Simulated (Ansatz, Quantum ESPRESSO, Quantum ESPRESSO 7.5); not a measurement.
# The basal face of Sc: relaxation and work function

Aim: the work function of the relaxed basal face of Sc, and how far the functional matters.

Program: Quantum ESPRESSO 7.5. Level of theory: plane-wave DFT, PBE, GBRV ultrasoft pseudopotentials (geometry and cross-check by Ansatz 0.2.0 with PAW datasets; geometry under PBE). Results are calculated unless marked as measured.

Experimental background.

“Anisotropic work function of elemental crystals” (2019, arxiv:1902.07811) quotes from earlier work for Sc (polycrystalline sample, no single face): work function, loosely compared (polycrystalline sample, no single face) 3.5 eV.

## (1) Set-up

The cell holds 6 atoms: 6 Sc. Its edges and angles: a = 3.310 Å, b = 3.310 Å, c = 29.190 Å, α = 90.0°, β = 90.0°, γ = 60.0°. It derives from Sc. Vacuum lies along c.

## (2) Geometry from Ansatz of (0001)

A relaxation in Ansatz fixes the structure of this slab for the runs on it.

input.yaml

```yaml
crystal:
  lattice:
    - [3.31, 0.0, 0.0]
    - [1.655, 2.8665440865, 0.0]
    - [0.0, 0.0, 29.19035]
  atoms:
    - { symbol: Sc, position: [0.6666666667, 0.6666666667, 0.274063175] }
    - { symbol: Sc, position: [0.0, 0.0, 0.364437905] }
    - { symbol: Sc, position: [0.6666666667, 0.6666666667, 0.454812635] }
    - { symbol: Sc, position: [0.0, 0.0, 0.545187365] }
    - { symbol: Sc, position: [0.6666666667, 0.6666666667, 0.635562095] }
    - { symbol: Sc, position: [0.0, 0.0, 0.725936825] }
kpoints:
  mp_grid: { grid: [12, 12, 1] }
hamiltonian:
  xc: pbe
scf:
  occupations: { method: fermi_dirac, width: 0.1 }
  convergence: { dr2_threshold: 1.0e-08 }
efield:
  axis: 3
  dipole_correction: true
  ramp_position: 0.97
  ramp_width: 0.04
relax:
  f_tol: 0.01
  constraints: [{ sites: [2, 3] }]
output:
  write_potential: true
  write_density: true
  volumetric_format: npy
```

The run is started by

```sh
$ ansatz run input.yaml --threads 2 --pin off --max-ram 4096MiB --backend cpu --events-out ev --progress --plain --runs-dir out
```

Numbers of over 12 decimals in the logs are rounded to 6 here.

What it wrote:

```text
Engine: ansatz 0.2.0, aarch64-unknown-linux-gnu
Pseudopotentials: kind: paw
Pseudopotential: Sc, paw, valence charge 11, recommended cutoff 420 eV (normal), Sc.paw.azcp
Functional definition: PBE
  parameter kappa = 0.804
  parameter beta = 0.066725
  exchange = pbe_x(kappa = kappa, mu = beta*pi^2/3)
  correlation = pbe_c(beta = beta)
Crystal: 6 atoms, lattice volume = 276.966 Å³
Basis set: ecut = 420 eV, 5521 PW (Γ), exchange–correlation on 48×48×400 points (8 copies of the dense FFT grid, shifted against one another)
Bands: 40, of which v1, the nominal top of the filled ones, is band 33 counted from 1 (32 counted from 0)
Symmetry: 6 space group operations
k-points: 19 of 144 (time reversal used)
Non-local potential: Sc, projectors of the file, l = 0: 3, l = 1: 2, l = 2: 3, l = 3: 1
PAW form: soft (Blöchl's): semilocal exchange-correlation on the pseudo side does not see the compensation charge
PAW one-centre angular grid: Sc, 590 points (default); XC on 64 Gauss nodes
Initial density: superposition of atomic densities (neutral atoms: chi_scale 0, normalization atom), corrected by the library's trained network
Initial wavefunctions: pseudopotential atomic-orbital guess
Functional: x = pbe(κ = 0.804, μ = 0.219515), c = pbe(β = 0.066725)
SCF iter   1: F=—  HF=-12813.548003 eV  |F-HF|=—  |Δ(HF+E_count)|=         —  Δρ=2.52e-3  dr2=1.29e-1  ethr=1.77e-3  p=-0.001 e·Å  D=-8.83e-4 V/Å  ΔV_dip=0.03 eV  dr2_dipole=2.63e-2  V_vac-E_F(+/−)=3.53/3.50 eV  ⟨swp⟩=7.5  Hψ=7565  notcnv=0
efield: sawtooth ramp at fractional position 0.9700 (set: `efield.ramp_position`, or a place that a band, a saddle search or an elastic batch's reference lends), width 0.0400; the density the first Hamiltonian is built on has a dipole p = -0.001 e·Å; the dipole correction subtracts the counter field D = -8.83e-4 V/Å, which shifts the + side's vacuum level by +0.03 eV against the − side's; the planar-averaged density in the ramp window peaks in size at 7.2e-5 e/Å³
automatic band count: the SCF goes on with 47 bands, as 40 were too few: the levels above may hold too much charge
preconditioner: auto → LDOS  [metal: Δε(μ)=0.004 eV  Ē_g=2.460 eV  σ=0.100 eV  W_gap=0.01  n_scr=18 (ndim 8)  ℏωp=9.5 eV  f_vac=0.401  D(μ)=13.93/eV (n_scr^D=142)  β→1.0]
SCF iter   2: F=—  HF=-12813.547176 eV  |F-HF|=—  |Δ(HF+E_count)|=   8.26e-4  Δρ=1.09e-3  dr2=5.50e-3  ethr=1.96e-4  p=-0.000 e·Å  D=-5.68e-5 V/Å  ΔV_dip=0.00 eV  dr2_dipole=5.15e-5  V_vac-E_F(+/−)=3.59/3.59 eV  ⟨swp⟩=1.7  Hψ=1093  notcnv=0
SCF iter   3: F=—  HF=-12813.547164 eV  |F-HF|=—  |Δ(HF+E_count)|=   1.23e-5  Δρ=3.08e-4  dr2=4.45e-4  ethr=8.33e-6  p=-0.000 e·Å  D=-6.07e-5 V/Å  ΔV_dip=0.00 eV  dr2_dipole=1.72e-5  V_vac-E_F(+/−)=3.61/3.61 eV  ⟨swp⟩=2.1  Hψ=1361  notcnv=0
SCF iter   4: F=—  HF=-12813.547166 eV  |F-HF|=—  |Δ(HF+E_count)|=   1.95e-6  Δρ=1.91e-4  dr2=1.92e-4  ethr=6.75e-7  p=-0.000 e·Å  D=-1.43e-5 V/Å  ΔV_dip=0.00 eV  dr2_dipole=5.78e-8  V_vac-E_F(+/−)=3.63/3.63 eV  ⟨swp⟩=2.0  Hψ=1433  notcnv=0
SCF iter   5: F=—  HF=-12813.547142 eV  |F-HF|=—  |Δ(HF+E_count)|=   2.38e-5  Δρ=4.05e-5  dr2=1.35e-5  ethr=2.91e-7  p=-0.000 e·Å  D=-5.74e-6 V/Å  ΔV_dip=0.00 eV  dr2_dipole=6.07e-7  V_vac-E_F(+/−)=3.64/3.64 eV  ⟨swp⟩=2.0  Hψ=1405  notcnv=0
SCF iter   6: F=—  HF=-12813.547077 eV  |F-HF|=—  |Δ(HF+E_count)|=   6.53e-5  Δρ=1.41e-5  dr2=2.20e-6  ethr=2.04e-8  p=-0.000 e·Å  D=-1.29e-6 V/Å  ΔV_dip=0.00 eV  dr2_dipole=1.11e-8  V_vac-E_F(+/−)=3.64/3.64 eV  ⟨swp⟩=2.2  Hψ=1091  notcnv=0
SCF iter   7: F=—  HF=-12813.546859 eV  |F-HF|=—  |Δ(HF+E_count)|=   2.18e-4  Δρ=8.37e-6  dr2=9.56e-7  ethr=3.34e-9  p=0.000 e·Å  D=2.18e-6 V/Å  ΔV_dip=-0.00 eV  dr2_dipole=1.66e-11  V_vac-E_F(+/−)=3.64/3.64 eV  ⟨swp⟩=2.2  Hψ=1212  notcnv=0
SCF iter   8: F=—  HF=-12813.546859 eV  |F-HF|=—  |Δ(HF+E_count)|=   1.31e-9  Δρ=2.83e-6  dr2=7.53e-8  ethr=1.45e-9  p=0.000 e·Å  D=3.51e-6 V/Å  ΔV_dip=-0.00 eV  dr2_dipole=1.22e-11  V_vac-E_F(+/−)=3.65/3.65 eV  ⟨swp⟩=2.4  Hψ=1230  notcnv=0
SCF iter   9: F=-12813.546859 eV  HF=-12813.546859 eV  |F-HF|=6.32e-9  |Δ(HF+E_count)|=   3.97e-9  Δρ=9.08e-7  dr2=8.35e-9  ethr=1.52e-11  p=0.000 e·Å  D=3.69e-6 V/Å  ΔV_dip=-0.00 eV  dr2_dipole=2.59e-11  V_vac-E_F(+/−)=3.65/3.65 eV  ⟨swp⟩=8.8  Hψ=4947  notcnv=0
SCF 1 converged in 9 iterations: F = -12813.546859 eV  dr2 = 8.35e-9
  greatest PAW one-centre occupation: 0.998 electrons in one spin orbital (limit 2), on the Sc atom at site 3 (counted from 0), in its partial waves of l = 0
relax step   1: F+E_penalty+E_count = -12813.54685905 eV  Δ(F+E_penalty+E_count) = +0.000e0 eV  max|allowed force component| = 2.475e-1 eV/Å  Δτ_max = 0.0000 Å  (9 SCF iters, accepted)
Bands: 47, of which v1, the nominal top of the filled ones, is band 33 counted from 1 (32 counted from 0)
Initial density: handed on by an earlier stage of this run
Initial wavefunctions: those handed on with the density
SCF iter   1: F=—  HF=-12813.684006 eV  |F-HF|=—  |Δ(HF+E_count)|=         —  Δρ=8.15e-3  dr2=2.47e0  ethr=3.10e-3  p=0.000 e·Å  D=3.65e-6 V/Å  ΔV_dip=-0.00 eV  dr2_dipole=9.37e-11  V_vac-E_F(+/−)=3.70/3.70 eV  ⟨swp⟩=3.9  Hψ=2215  notcnv=0
efield: sawtooth ramp at fractional position 0.9700 (set: `efield.ramp_position`, or a place that a band, a saddle search or an elastic batch's reference lends), width 0.0400; the density the first Hamiltonian is built on has a dipole p = 0.000 e·Å; the dipole correction subtracts the counter field D = 3.65e-6 V/Å, which shifts the + side's vacuum level by -0.00 eV against the − side's; the planar-averaged density in the ramp window peaks in size at 2.6e-6 e/Å³
preconditioner: auto → LDOS  [metal: Δε(μ)=0.009 eV  Ē_g=2.527 eV  σ=0.100 eV  W_gap=0.02  n_scr=18 (ndim 8)  ℏωp=9.5 eV  f_vac=0.418  D(μ)=11.99/eV (n_scr^D=128)  β→1.0]
SCF iter   2: F=—  HF=-12813.590707 eV  |F-HF|=—  |Δ(HF+E_count)|=   9.33e-2  Δρ=3.82e-3  dr2=2.01e-1  ethr=3.10e-3  p=0.000 e·Å  D=2.81e-6 V/Å  ΔV_dip=-0.00 eV  dr2_dipole=7.04e-7  V_vac-E_F(+/−)=3.44/3.44 eV  ⟨swp⟩=2.7  Hψ=1225  notcnv=0
SCF iter   3: F=—  HF=-12813.583917 eV  |F-HF|=—  |Δ(HF+E_count)|=   6.79e-3  Δρ=1.39e-3  dr2=3.16e-2  ethr=3.04e-4  p=0.000 e·Å  D=6.07e-6 V/Å  ΔV_dip=-0.00 eV  dr2_dipole=7.22e-9  V_vac-E_F(+/−)=3.55/3.55 eV  ⟨swp⟩=2.8  Hψ=1405  notcnv=0
SCF iter   4: F=—  HF=-12813.582621 eV  |F-HF|=—  |Δ(HF+E_count)|=   1.30e-3  Δρ=5.13e-4  dr2=2.28e-3  ethr=4.79e-5  p=0.000 e·Å  D=3.24e-6 V/Å  ΔV_dip=-0.00 eV  dr2_dipole=2.36e-9  V_vac-E_F(+/−)=3.55/3.55 eV  ⟨swp⟩=1.5  Hψ=907  notcnv=0
SCF iter   5: F=—  HF=-12813.582619 eV  |F-HF|=—  |Δ(HF+E_count)|=   1.80e-6  Δρ=1.53e-4  dr2=1.29e-4  ethr=3.46e-6  p=0.000 e·Å  D=2.83e-6 V/Å  ΔV_dip=-0.00 eV  dr2_dipole=2.39e-10  V_vac-E_F(+/−)=3.57/3.57 eV  ⟨swp⟩=1.9  Hψ=1139  notcnv=0
SCF iter   6: F=—  HF=-12813.582612 eV  |F-HF|=—  |Δ(HF+E_count)|=   6.54e-6  Δρ=4.68e-5  dr2=1.90e-5  ethr=1.96e-7  p=0.000 e·Å  D=2.38e-6 V/Å  ΔV_dip=-0.00 eV  dr2_dipole=2.12e-12  V_vac-E_F(+/−)=3.58/3.58 eV  ⟨swp⟩=2.3  Hψ=1449  notcnv=0
SCF iter   7: F=—  HF=-12813.582533 eV  |F-HF|=—  |Δ(HF+E_count)|=   7.88e-5  Δρ=2.57e-5  dr2=8.46e-6  ethr=2.88e-8  p=0.000 e·Å  D=2.76e-6 V/Å  ΔV_dip=-0.00 eV  dr2_dipole=2.89e-11  V_vac-E_F(+/−)=3.59/3.59 eV  ⟨swp⟩=2.2  Hψ=1201  notcnv=0
SCF iter   8: F=—  HF=-12813.582316 eV  |F-HF|=—  |Δ(HF+E_count)|=   2.17e-4  Δρ=8.14e-6  dr2=7.15e-7  ethr=1.28e-8  p=0.000 e·Å  D=2.75e-6 V/Å  ΔV_dip=-0.00 eV  dr2_dipole=4.14e-11  V_vac-E_F(+/−)=3.59/3.59 eV  ⟨swp⟩=2.0  Hψ=1026  notcnv=0
SCF iter   9: F=—  HF=-12813.582316 eV  |F-HF|=—  |Δ(HF+E_count)|=   1.15e-7  Δρ=3.57e-6  dr2=1.71e-7  ethr=1.08e-9  p=0.000 e·Å  D=2.88e-6 V/Å  ΔV_dip=-0.00 eV  dr2_dipole=8.11e-12  V_vac-E_F(+/−)=3.59/3.59 eV  ⟨swp⟩=2.4  Hψ=1349  notcnv=0
SCF iter  10: F=—  HF=-12813.582316 eV  |F-HF|=—  |Δ(HF+E_count)|=   2.82e-9  Δρ=1.50e-6  dr2=2.38e-8  ethr=2.59e-10  p=0.000 e·Å  D=2.88e-6 V/Å  ΔV_dip=-0.00 eV  dr2_dipole=1.74e-13  V_vac-E_F(+/−)=3.59/3.59 eV  ⟨swp⟩=2.5  Hψ=1356  notcnv=0
SCF iter  11: F=-12813.582316 eV  HF=-12813.582316 eV  |F-HF|=3.00e-10  |Δ(HF+E_count)|=   3.12e-9  Δρ=3.78e-7  dr2=3.53e-10  ethr=1.52e-11  p=0.000 e·Å  D=2.89e-6 V/Å  ΔV_dip=-0.00 eV  dr2_dipole=6.47e-13  V_vac-E_F(+/−)=3.59/3.59 eV  ⟨swp⟩=7.7  Hψ=4566  notcnv=0
SCF 2 converged in 11 iterations: F = -12813.582316 eV  dr2 = 3.53e-10
  greatest PAW one-centre occupation: 0.998 electrons in one spin orbital (limit 2), on the Sc atom at site 4 (counted from 0), in its partial waves of l = 0
relax step   2: F+E_penalty+E_count = -12813.58231634 eV  Δ(F+E_penalty+E_count) = -3.546e-2 eV  max|allowed force component| = 7.385e-3 eV/Å  Δτ_max = 0.1627 Å  (11 SCF iters, accepted)
NSCF: frozen V_eff on 19 k-points
the search or the solves at the SCF's close seem to have found levels that the self-consistency loop had missed (the run counts 1). By its estimate they hold under 1e-12 electrons; where the run keeps them, the occupations were computed again with them
WARN: The output density's exchange-correlation potential varies sharply where the density is thin. Do not read a vacuum level from v_tot or v_xc, or from such a field of the output density. On a cell that repeats whose density bears no net charge and no dipole along the vacuum's axis use v_es (v_loc + v_h of the components); under efield.dipole_correction with no amplitude use v_es + v_field, which holds any externa [...]
SCF converged after 11 iterations
Free energy (F): -12813.582316 eV
Harris-Foulkes:  -12813.582316 eV  (|F-HF|=3.00e-10)
Internal energy: -12813.135222 eV  (E = F + TS)
E sigma→0 (E₀):  -12813.358769 eV
Entropy (-TS):   -0.447094 eV (-74.516 meV/atom)
Fermi energy:    3.406924 eV
Dipole field:    D = 0.000004 V/Å  (p = 0.000006 e·Å, saw-weighted, corrected)
Work function:   Φ+ = 3.5928 eV   Φ− = 3.5929 eV
Levels:          The Fermi level and band energies are counted from a zero that moves with the ramp; work functions are not
--- Per-component energies (eV) ---
  E_band       = -1402.598568
  E_kinetic    = 1560.191387
  E_local      = -50418.975974  (includes V_loc(G=0)·N_el)
  E_nonlocal   = 501.016212
  E_hartree    = 24211.094034
  E_xc         = -622.483325
  E_vxc        = -770.180381  (∫ρ·V_xc dr)
  E_paw        = -5733.265671  (= ΣΔE_a)
  E_vpaw       = -696.838847  (= ΣTr[D̂ρ^β])
  E_aug_tail   = 0.000063  (compensation charges beyond the density's cutoff)
  E_efield     = 0.000000  (sawtooth field / dipole correction)
  E_vefield    = -0.000073  (∫n·V_field dr)
  E_ewald      = 17689.288053
  E_smearing   = -0.447094  (= −TS)
  E_closure    = -0.000000  (closes the sum)
  Σ components = -12813.582316   (vs F -12813.582316, Δ=0.00e0)
--- Forces (eV/Å), atoms counted from 1 ---
  atom   1  Sc    -0.00000000    -0.00000000    -0.00169382
  atom   2  Sc    -0.00000000     0.00000000    -0.00738474
  atom   3  Sc    -0.00000000     0.00000000     0.08889826
  atom   4  Sc    -0.00000000     0.00000000    -0.08889692
  atom   5  Sc     0.00000000    -0.00000000     0.00737962
  atom   6  Sc    -0.00000000     0.00000000     0.00169745
  max |Σ_I F_I| component: 1.50e-7 eV/Å
--- Band table (eV; the first three rows and the last of 19) ---
  k-point 0: bands = [... 29 lower, 1.5612, 3.4947, 3.4951, 3.9123, 4.1307, 4.4895, 4.7718, 4.7718, ... 10 higher]
  k-point 1: bands = [... 29 lower, 1.6903, 3.5159, 3.5183, 3.7959, 4.0333, 4.4299, 4.6455, 4.6519, ... 10 higher]
  k-point 2: bands = [... 29 lower, 2.0406, 3.4948, 3.5294, 3.5369, 3.8465, 4.2596, 4.3028, 4.3196, ... 10 higher]
  k-point 18: bands = [... 29 lower, 2.9718, 2.9718, 2.9910, 2.9962, 3.3708, 3.3708, 3.7502, 3.7502, ... 10 higher]
--- Relaxed structure (2 steps of the walk, 2 accepted, 0 SCFs on fresh bases) ---
  F+E_penalty+E_count = -12813.58231634 eV   max|allowed force component| = 7.385e-3 eV/Å
  atoms:
    - { symbol: Sc, position: [0.666667, 0.666667, 0.279637] }
    - { symbol: Sc, position: [-2.204489842863639e-19, 4.408979685727286e-19, 0.365608] }
    - { symbol: Sc, position: [0.666667, 0.666667, 0.454813] }
    - { symbol: Sc, position: [0.0, 0.0, 0.545187] }
    - { symbol: Sc, position: [0.666667, 0.666667, 0.634392] }
    - { symbol: Sc, position: [1.0502362162168062e-18, -2.1004724324336125e-18, 0.720363] }
```

Elapsed: 27 s, on 2 threads of Arm Neoverse V1, shared host; peak memory 0.57 GiB.

Relaxation path:

```tsv
step	energy less that of the first step (eV)	largest force component (eV/Å)
1	0.0000	0.2475
2	-0.0355	0.0074
```

The atoms that moved most (Å):

```tsv
atom	dx	dy	dz	length
Sc6	0.000	0.000	-0.163	0.163
Sc1	0.000	0.000	0.163	0.163
Sc2	0.000	0.000	0.034	0.034
Sc5	0.000	0.000	-0.034	0.034
```

The relaxation lowers the energy by 6 meV an atom. Held were the atoms numbered 3 and 4; the forces quoted are those on the free ones.

Read from the output:

* free energy: -12813.5823 eV
* energy at zero smearing: -12813.3588 eV
* smearing term TS: 0.4471 eV
* Fermi energy: 3.407 eV
* symmetry operations: 6
* work function of the upper face: 3.593 eV
* work function of the lower face: 3.593 eV
* dipole along the normal: 5.83e-6 e·Å

(Part 1 of 3 ends here.)

[Logs are printed without paths, hosts, clocks, repeated set-up lines and the standing remarks that a program may print on its own settings, such as how far it seeks lower states.]

[Hosts, paths, dates, database ids (printed as entryN), source tags and the programs' standing remarks are cut or masked in the printed files.]

[Maps of the electrostatic potential energy from Ansatz leave out the sawtooth potential of an applied field or a dipole correction, so their vacuum need not be flat; planar profiles and work functions include it.]
